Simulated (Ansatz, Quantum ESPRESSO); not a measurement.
# ZnSiS3 (Pm-3m): zone-centre phonons, part 2 of 3

Which modes does ZnSiS3 (Pm-3m) have at the zone centre?

Quantum ESPRESSO 8.0 development, patched; DFT LDA, scalar-relativistic, plane waves, PseudoDojo norm-conserving pseudopotentials.

So far. Step 2 (A first look): No gap opens on this mesh, so smearing is kept; the start stands at 6.0 GPa. Step 4 (Self-consistent run for the response): The cell stands at -0.001 GPa, close enough for phonons. The relaxed cell has a = 4.428 Å (conventional setting).

The structure was built from a prototype and need not be the compound's stable phase.

## Step 5: Zone-centre response

At q = 0 one unit cell holds all displacements; symmetry groups them into irreducible representations that are solved one by one. With smeared occupations no response to a homogeneous field can be asked.

ph.in

```
phonons
 &inputph
    prefix='x',
    outdir='./tmp',
    fildyn='g.dyn',
    tr2_ph=1.0d-18,
    alpha_mix(1)=0.4,
    nmix_ph=8,
 /
0.000000000000 0.000000000000 0.000000000000
```

Started as:

```bash
$ OMP_NUM_THREADS=1 mpirun -n 4 ph.x -nk 4 -in ph.in > ph.out
```

Log:

```text
[banners, grids, parts of the stress and lines that vanish by symmetry left out]
[banner, memory and clock lines left out]
Program PHONON v.8.0dev

     Dynamical matrices for q-points given in input
     (   1q-points):
       N         xq(1)         xq(2)         xq(3)
       1   0.000000000   0.000000000   0.000000000

     ./tmp/x.save/

     IMPORTANT: XC functional enforced from input :
     Exchange-correlation= PW
                           (   1   4   0   0   0   0   0)
     Any further DFT definition will be discarded
     Please, verify this is what you really want

     ./tmp/x.save/Zn.upf is read, which differs from the file in pseudo_dir

     In this copy of Zn.upf noise was removed from the local potential

     G-vector sticks info

     Reading collected, re-writing distributed wavefunctions in ./tmp/

     Number and degeneracy of irreps per q-point
       N         xq(1)         xq(2)         xq(3)   N irreps
       1   0.000000000   0.000000000   0.000000000       5
        3   3   3   3   3

     Calculation of q =    0.0000000   0.0000000   0.0000000

     phonons

     bravais-lattice index     =            1
     lattice parameter (alat)  =       8.3668  a.u.
     unit-cell volume          =     585.7057 (a.u.)^3
     number of atoms/cell      =            5
     number of atomic types    =            3
     kinetic-energy cut-off    =      84.0000  Ry
     charge density cut-off    =     336.0000  Ry
     convergence threshold     =      1.0E-18
     beta                      =       0.4000
     number of iterations used =            8
     Exchange-correlation= PW
                           (   1   4   0   0   0   0   0)

     celldm(1)=    8.36681  celldm(2)=    0.00000  celldm(3)=    0.00000
     celldm(4)=    0.00000  celldm(5)=    0.00000  celldm(6)=    0.00000

     crystal axes: (cart. coord. in units of alat)
               a(1) = (  1.0000  0.0000  0.0000 )
               a(2) = (  0.0000  1.0000  0.0000 )
               a(3) = (  0.0000  0.0000  1.0000 )

     reciprocal axes: (cart. coord. in units 2 pi/alat)
               b(1) = (  1.0000  0.0000  0.0000 )
               b(2) = (  0.0000  1.0000  0.0000 )
               b(3) = (  0.0000  0.0000  1.0000 )

     Atoms inside the unit cell:

     Cartesian axes

     site n.  atom      mass           positions (alat units)
        1  Zn     65.3800   tau(    1) = (    0.00000    0.00000    0.00000  )
        2  Si     28.0850   tau(    2) = (    0.50000    0.50000    0.50000  )
        3  S      32.0600   tau(    3) = (    0.50000    0.50000    0.00000  )
        4  S      32.0600   tau(    4) = (    0.50000    0.00000    0.50000  )
        5  S      32.0600   tau(    5) = (    0.00000    0.50000    0.50000  )

     Computing dynamical matrix for
                    q = (   0.0000000   0.0000000   0.0000000 )

     49 Sym.Ops. (with q -> -q+G )

     G cutoff =  595.7982  (  61037 G-vectors)     FFT grid: ( 50, 50, 50)

     number of k points=    35  Marzari-Vanderbilt smearing, width (Ry)=  0.0200
                       cart. coord. in units 2pi/alat
        k(    1) = (   0.0000000   0.0000000   0.0000000), wk =   0.0039062
        k(    2) = (   0.0000000   0.0000000   0.1250000), wk =   0.0234375
        k(    3) = (   0.0000000   0.0000000   0.2500000), wk =   0.0234375
        [... further k-points left out ...]

     PseudoPot. # 1 for Zn read from file:
     ./pseudo/Zn.upf
     Pseudo is Norm-conserving + core correction, Zval = 20.0
     Using radial grid of 1296 points,  6 beta functions with:
                l(1) =   0
                l(2) =   0
                l(3) =   1
                l(4) =   1
                l(5) =   2
                l(6) =   2

     PseudoPot. # 2 for Si read from file:
     ./pseudo/Si.upf
     Pseudo is Norm-conserving + core correction, Zval =  4.0
     Using radial grid of 1510 points,  6 beta functions with:
                l(1) =   0
                l(2) =   0
                l(3) =   1
                l(4) =   1
                l(5) =   2
                l(6) =   2

     PseudoPot. # 3 for S  read from file:
     ./pseudo/S.upf
     Pseudo is Norm-conserving + core correction, Zval =  6.0
     Using radial grid of 1132 points,  6 beta functions with:
                l(1) =   0
                l(2) =   0
                l(3) =   1
                l(4) =   1
                l(5) =   2
                l(6) =   2

     Mode symmetry, O_h (m-3m)  point group:

     Atomic displacements:
     There are    5 irreducible representations

     Representation     1      3 modes -  To be done

     Representation     2      3 modes -  To be done

     Representation     3      3 modes -  To be done

     Representation     4      3 modes -  To be done

     Representation     5      3 modes -  To be done

     Alpha used in Ewald sum =   2.8000

     Representation #   1 modes #   1   2   3

     Self-consistent Calculation

     The passes end when |ddv_scf|^2 is under  4.4E-20 (on this mesh; tr2_ph alone asks  1.0E-18)
      iter #   1   av.it.:   7.1
      thresh= 1.000E-02 alpha_mix =  0.400 |ddv_scf|^2 =  1.253E-07
      iter #   2   av.it.:  17.7
      thresh= 3.540E-05 alpha_mix =  0.400 |ddv_scf|^2 =  3.553E-09
      iter #   3   av.it.:  18.8
      thresh= 5.960E-06 alpha_mix =  0.400 |ddv_scf|^2 =  2.722E-10
      iter #   4   av.it.:  18.3
      thresh= 1.650E-06 alpha_mix =  0.400 |ddv_scf|^2 =  3.424E-11
      iter #   5   av.it.:  18.8
      thresh= 5.852E-07 alpha_mix =  0.400 |ddv_scf|^2 =  2.849E-13
      iter #   6   av.it.:  19.8
      thresh= 5.338E-08 alpha_mix =  0.400 |ddv_scf|^2 =  6.925E-15
      iter #   7   av.it.:  19.0
      thresh= 8.322E-09 alpha_mix =  0.400 |ddv_scf|^2 =  6.528E-16
      iter #   8   av.it.:  19.5
      thresh= 2.555E-09 alpha_mix =  0.400 |ddv_scf|^2 =  6.021E-17
      iter #   9   av.it.:  19.6
      thresh= 7.759E-10 alpha_mix =  0.400 |ddv_scf|^2 =  2.907E-19
      iter #  10   av.it.:  19.2
      thresh= 5.392E-11 alpha_mix =  0.400 |ddv_scf|^2 =  2.161E-20

     End of self-consistent calculation

     Convergence has been achieved

     Representation #   2 modes #   4   5   6

     Self-consistent Calculation

     The passes end when |ddv_scf|^2 is under  4.4E-20 (on this mesh; tr2_ph alone asks  1.0E-18)
      iter #   1   av.it.:   6.2
      thresh= 1.000E-02 alpha_mix =  0.400 |ddv_scf|^2 =  5.021E-08
      iter #   2   av.it.:  16.8
      thresh= 2.241E-05 alpha_mix =  0.400 |ddv_scf|^2 =  1.108E-09
      iter #   3   av.it.:  17.8
      thresh= 3.329E-06 alpha_mix =  0.400 |ddv_scf|^2 =  5.453E-11
      iter #   4   av.it.:  17.4
      thresh= 7.384E-07 alpha_mix =  0.400 |ddv_scf|^2 =  8.605E-12
[...]
End of self-consistent calculation

     Convergence has been achieved

     Representation #   3 modes #   7   8   9

     Self-consistent Calculation

     The passes end when |ddv_scf|^2 is under  4.4E-20 (on this mesh; tr2_ph alone asks  1.0E-18)
[...]
End of self-consistent calculation

     Convergence has been achieved

     Representation #   4 modes #  10  11  12

     Self-consistent Calculation

     The passes end when |ddv_scf|^2 is under  4.4E-20 (on this mesh; tr2_ph alone asks  1.0E-18)
[...]
End of self-consistent calculation

     Convergence has been achieved

     Representation #   5 modes #  13  14  15

     Self-consistent Calculation

     The passes end when |ddv_scf|^2 is under  4.4E-20 (on this mesh; tr2_ph alone asks  1.0E-18)
[...]
iter #   3   av.it.:  17.7
      thresh= 4.815E-06 alpha_mix =  0.400 |ddv_scf|^2 =  1.395E-10
      iter #   4   av.it.:  18.3
      thresh= 1.181E-06 alpha_mix =  0.400 |ddv_scf|^2 =  5.821E-13
      iter #   5   av.it.:  18.4
      thresh= 7.629E-08 alpha_mix =  0.400 |ddv_scf|^2 =  6.268E-14
      iter #   6   av.it.:  18.7
      thresh= 2.504E-08 alpha_mix =  0.400 |ddv_scf|^2 =  2.132E-16
      iter #   7   av.it.:  19.2
      thresh= 1.460E-09 alpha_mix =  0.400 |ddv_scf|^2 =  1.009E-18
      iter #   8   av.it.:  18.7
      thresh= 1.005E-10 alpha_mix =  0.400 |ddv_scf|^2 =  9.565E-20
      iter #   9   av.it.:  19.5
      thresh= 3.093E-11 alpha_mix =  0.400 |ddv_scf|^2 =  2.557E-22

     End of self-consistent calculation

     Convergence has been achieved

     Number of q in the star =    1
     List of q in the star:
          1   0.000000000   0.000000000   0.000000000

     Diagonalizing the dynamical matrix

     q = (    0.000000000   0.000000000   0.000000000 )

 **************************************************************************
     freq (    1) =      -6.060323 [THz] =    -202.150613 [cm-1]
     freq (    2) =      -6.060323 [THz] =    -202.150613 [cm-1]
     freq (    3) =      -6.060323 [THz] =    -202.150613 [cm-1]
     freq (    4) =      -4.450768 [THz] =    -148.461646 [cm-1]
     freq (    5) =      -4.450768 [THz] =    -148.461646 [cm-1]
     freq (    6) =      -4.450768 [THz] =    -148.461646 [cm-1]
     freq (    7) =      -1.683747 [THz] =     -56.163758 [cm-1]
     freq (    8) =      -1.683747 [THz] =     -56.163758 [cm-1]
     freq (    9) =      -1.683747 [THz] =     -56.163758 [cm-1]
     freq (   10) =       0.011579 [THz] =       0.386231 [cm-1]
     freq (   11) =       0.011579 [THz] =       0.386231 [cm-1]
     freq (   12) =       0.011579 [THz] =       0.386231 [cm-1]
     freq (   13) =      12.751009 [THz] =     425.327894 [cm-1]
     freq (   14) =      12.751009 [THz] =     425.327894 [cm-1]
     freq (   15) =      12.751009 [THz] =     425.327894 [cm-1]
 **************************************************************************

     Mode symmetry, O_h (m-3m)  point group:

     freq (   1-   3) =       -202.2  [cm-1]   --> T_2u G_25  G_5-
     freq (   4-   6) =       -148.5  [cm-1]   --> T_1u G_15  G_4- I
     freq (   7-   9) =        -56.2  [cm-1]   --> T_1u G_15  G_4- I
     freq (  10-  12) =          0.4  [cm-1]   --> T_1u G_15  G_4- I
     freq (  13-  15) =        425.3  [cm-1]   --> T_1u G_15  G_4- I
```

Wall time 32 min (4 MPI ranks of Intel Xeon Platinum 8259CL at 2.50GHz (Skylake/Cascade Lake), shared host).

This step gave:

```
largest acoustic frequency at the zone centre before the sum rule : 0.39 cm⁻¹
highest optical zone-centre mode (no LO-TO term)                  : 425.3 cm⁻¹
lowest optical zone-centre mode                                   : -202.2 cm⁻¹
```

The acoustic modes at Γ come out as far as 0.4 cm⁻¹ from zero, where they should vanish, a small numerical error. The lowest optical mode is imaginary, 202i cm⁻¹, an instability at this level and on this k mesh.

## Step 6: Zone-centre analysis

A rigid shift of the crystal must cost nothing, but grids and finite bases break this; the acoustic sum rule is imposed before the matrix is diagonalised again.

dynmat.in

```
 &input
    fildyn='g.dyn',
    asr='simple',
    fileig='dynmat.eig',
 /
```

Started as:

```bash
$ dynmat.x -in dynmat.in > dynmat.out
```

Log:

```text
[banner, memory and clock lines left out]
Program DYNMAT v.8.0dev

     Reading Dynamical Matrix from file g.dyn
     ...Force constants read
     ...epsilon and Z* not read (not found on file)
     A direction for q was not specified:TO-LO splitting will be absent

     Polarizability (A^3 units)
     multiply by 1.000000 for Clausius-Mossotti correction (not under assume_isolated = 'mt')
         0.000000    0.000000    0.000000
         0.000000    0.000000    0.000000
         0.000000    0.000000    0.000000

     IR activities are in (D/A)^2/amu units

# mode   [cm-1]    [THz]      IR
    1   -202.15   -6.0603    0.0000
    2   -202.15   -6.0603    0.0000
    3   -202.15   -6.0603    0.0000
    4   -148.46   -4.4508    0.0000
    5   -148.46   -4.4508    0.0000
    6   -148.46   -4.4508    0.0000
    7    -56.17   -1.6839    0.0000
    8    -56.17   -1.6839    0.0000
    9    -56.17   -1.6839    0.0000
   10     -0.00   -0.0000    0.0000
   11     -0.00   -0.0000    0.0000
   12     -0.00   -0.0000    0.0000
   13    425.33   12.7510    0.0000
   14    425.33   12.7510    0.0000
   15    425.33   12.7510    0.0000

[end of the log left out, with the tail of the file of modes that dynmat.x writes under the same name]
```

Wall time 0.65 s (1 thread).

Unit eigenvectors of the mass-weighted matrix after the sum rule; no LO-TO term. Modes at Γ, with each element's share of the kinetic energy (negative means imaginary):

```
mode  frequency (cm⁻¹)  Zn %  Si %  S %
   1            -202.2     0     0  100
   2            -202.2     0     0  100
   3            -202.2     0     0  100
   4            -148.5    27    12   60
   5            -148.5    28    12   60
   6            -148.5    28    12   60
   7             -56.2    38    44   18
   8             -56.2    38    44   18
   9             -56.2    38    44   18
  10               0.0    34    15   51
  11               0.0    34    15   51
  12               0.0    34    15   51
  13             425.3     0    29   71
  14             425.3     0    29   71
  15             425.3     0    29   71
```

Displacements in mode 2 (-202.2 cm⁻¹), the largest set to 1:
```
Zn1  0.00  0.00  0.00
Si2  0.00  0.00  0.00
S3   0.02 -0.29  0.00
S4  -0.02  0.00  1.00
S5   0.00  0.29 -1.00
```

Displacements in mode 13 (425.3 cm⁻¹), the largest set to 1:
```
Zn1  0.00  0.00  0.00
Si2  0.00  0.00 -0.71
S3   0.00  0.00  1.00
S4   0.00  0.00 -0.19
S5   0.00  0.00 -0.19
```

The rule moves no optical mode by more than 0.1 cm⁻¹.

## Step 7: Sum rules set otherwise: a sum rule for molecules or wires on a crystal

This rule also removes rotations, which suits molecules and not a crystal; it is tried to see the harm.

dynmat.in

```
 &input
    fildyn='g.dyn',
    asr='zero-dim',
    fileig='dynmat.eig',
 /
```

Started as:

```bash
$ dynmat.x -in dynmat.in > dynmat.out
```

Log:

```text
[banner, memory and clock lines left out]
Program DYNMAT v.8.0dev

     Reading Dynamical Matrix from file g.dyn
     ...Force constants read
     ...epsilon and Z* not read (not found on file)
     Warning: this looks like a crystal, not a molecule in a box: use asr = 'crystal'
     Acoustic Sum Rule: || Z*(ASR) - Z*(orig)|| =    0.000000E+00
     Acoustic Sum Rule: ||dyn(ASR) - dyn(orig)||=    1.947225E-01
     A direction for q was not specified:TO-LO splitting will be absent

     Polarizability (A^3 units)
     multiply by 1.000000 for Clausius-Mossotti correction (not under assume_isolated = 'mt')
         0.000000    0.000000    0.000000
         0.000000    0.000000    0.000000
         0.000000    0.000000    0.000000

     IR activities are in (D/A)^2/amu units

# mode   [cm-1]    [THz]      IR
    1   -179.25   -5.3738    0.0000
    2   -179.25   -5.3738    0.0000
    3   -152.86   -4.5825    0.0000
    4   -152.86   -4.5825    0.0000
    5   -148.46   -4.4508    0.0000
    6    -56.16   -1.6837    0.0000
    7     -0.00   -0.0000    0.0000
    8     -0.00   -0.0000    0.0000
    9     -0.00   -0.0000    0.0000
   10      0.00    0.0000    0.0000
   11      0.00    0.0000    0.0000
   12      0.00    0.0000    0.0000
   13    420.31   12.6007    0.0000
   14    420.31   12.6007    0.0000
   15    425.33   12.7510    0.0000

[end of the log left out, with the tail of the file of modes that dynmat.x writes under the same name]
```

Run time: 0.62 s. Hardware: 1 thread.

The program raised no error, yet the settings are not those of a careful run.

The fault: a sum rule for molecules or wires on a crystal; 3 optical modes are projected out to zero frequency, as if they were rotations.

For a crystal the rule has to be 'simple' or 'crystal'.

Zone-centre frequencies as printed; negative means imaginary. Modes:

```
mode  frequency (cm⁻¹)
   1            -179.2
   2            -179.2
   3            -152.9
   4            -152.9
   5            -148.5
   6            -56.16
   7                 0
   8                 0
   9                 0
  10                 0
  11                 0
  12                 0
  13             420.3
  14             420.3
  15             425.3
```

[end of part 2 of 3]

[Host names and launcher messages were left out of these logs when they were recorded.]

[Logs are printed without paths, hosts, clocks, repeated set-up lines and the standing remarks that a program may print on its own settings, such as how far it seeks lower states.]

[Hosts, paths, dates, database ids (printed as entryN), source tags and the programs' standing remarks are cut or masked in the printed files.]
